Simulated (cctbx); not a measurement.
**Lattice, Laue class and space group of a new crystal**

Cell: a = 9.5830 Å, b = 9.5830 Å, c = 9.5830 Å, α = 90.00°, β = 90.00°, γ = 90.00°. Expected content of the cell: Bi24 Ir8.

Simulated single-crystal data (cctbx): synchrotron X-rays, λ = 0.4959 Å, to d = 0.6 Å, 80 % of the full sphere, strongest reflection 5000 counts, noise from counting, a 4 % proportional error and a noise floor of 8 counts (s.d.); no absorption.

Tests on the unmerged data give:

```text
13608 reflections to d = 0.601 A
centring   violations  <I/sigma> of those
    A       1687 of  6763      2.7
    B       1669 of  6802      2.7
    C       1690 of  6801      2.7
    I          0 of  6771     -0.0
    R       2348 of  9076      2.9
    F       2523 of 10183      2.7
Laue class    unique    Rint  (classes that these axes allow; Friedel mates merged)
I 1 2/m 1        2236   0.068
I 1 1 2/m        2240   0.067
I 2/m 1 1        2236   0.067
I m m m          1227   0.073
I 4/m            1127   0.332
I 4/m m m         652   0.340
I m -3            412   0.079
I m -3 m          245   0.344
space group    extra absences  I>4sigma  <I/sigma>
I 2 3                   0          0         -  acentric
I 21 3                  0          0         -  acentric
I m -3                  0          0         -  centric
Wilson B = 1.36 A^2   <|E^2-1|> = 0.828 (0.968 centric, 0.736 acentric)   E^2>4: 3.1 %
shell (A)         n   <I/sigma>
 6.78 - 1.20     58     41.1
 1.20 - 0.95     53     29.9
 0.95 - 0.83     50     27.9
 0.83 - 0.76     49     21.1
 0.76 - 0.70     50     15.1
 0.70 - 0.66     51     16.4
 0.66 - 0.63     48     13.2
 0.63 - 0.60     53     11.5
```

Q: Read the symmetry from these tables.

The reflections that I centring forbids are absent (⟨I/σ⟩ near 0), so the lattice is I.

Rint stays low (0.067 to 0.079) up to I m -3 and is 0.332 or more in the other classes.

3 settings pass the absence test. No glide or screw absences show, which leaves I 2 3, I 21 3 and I m -3.

⟨|E²−1|⟩ = 0.828 lies between the two ideal values. The Wilson B of 1.36 Å² means U ≈ 0.0172 Å².

The true group is Im-3 (no. 204), Laue class m-3, centrosymmetric. The tables only narrow the choice to the tied entries; cell content, site symmetry and trial solutions must settle it.

The crystal is twinned by the law (0 0 -1 0 -1 0 -1 0 0) with a minor fraction of 0.12; Rint in the higher class falls towards the noise as the fraction nears 1/2.

This is a model crystal, built by substitution and not relaxed, with assumed displacement parameters.

[Logs are printed without paths, hosts, clocks, repeated set-up lines and the standing remarks that a program may print on its own settings, such as how far it seeks lower states.]
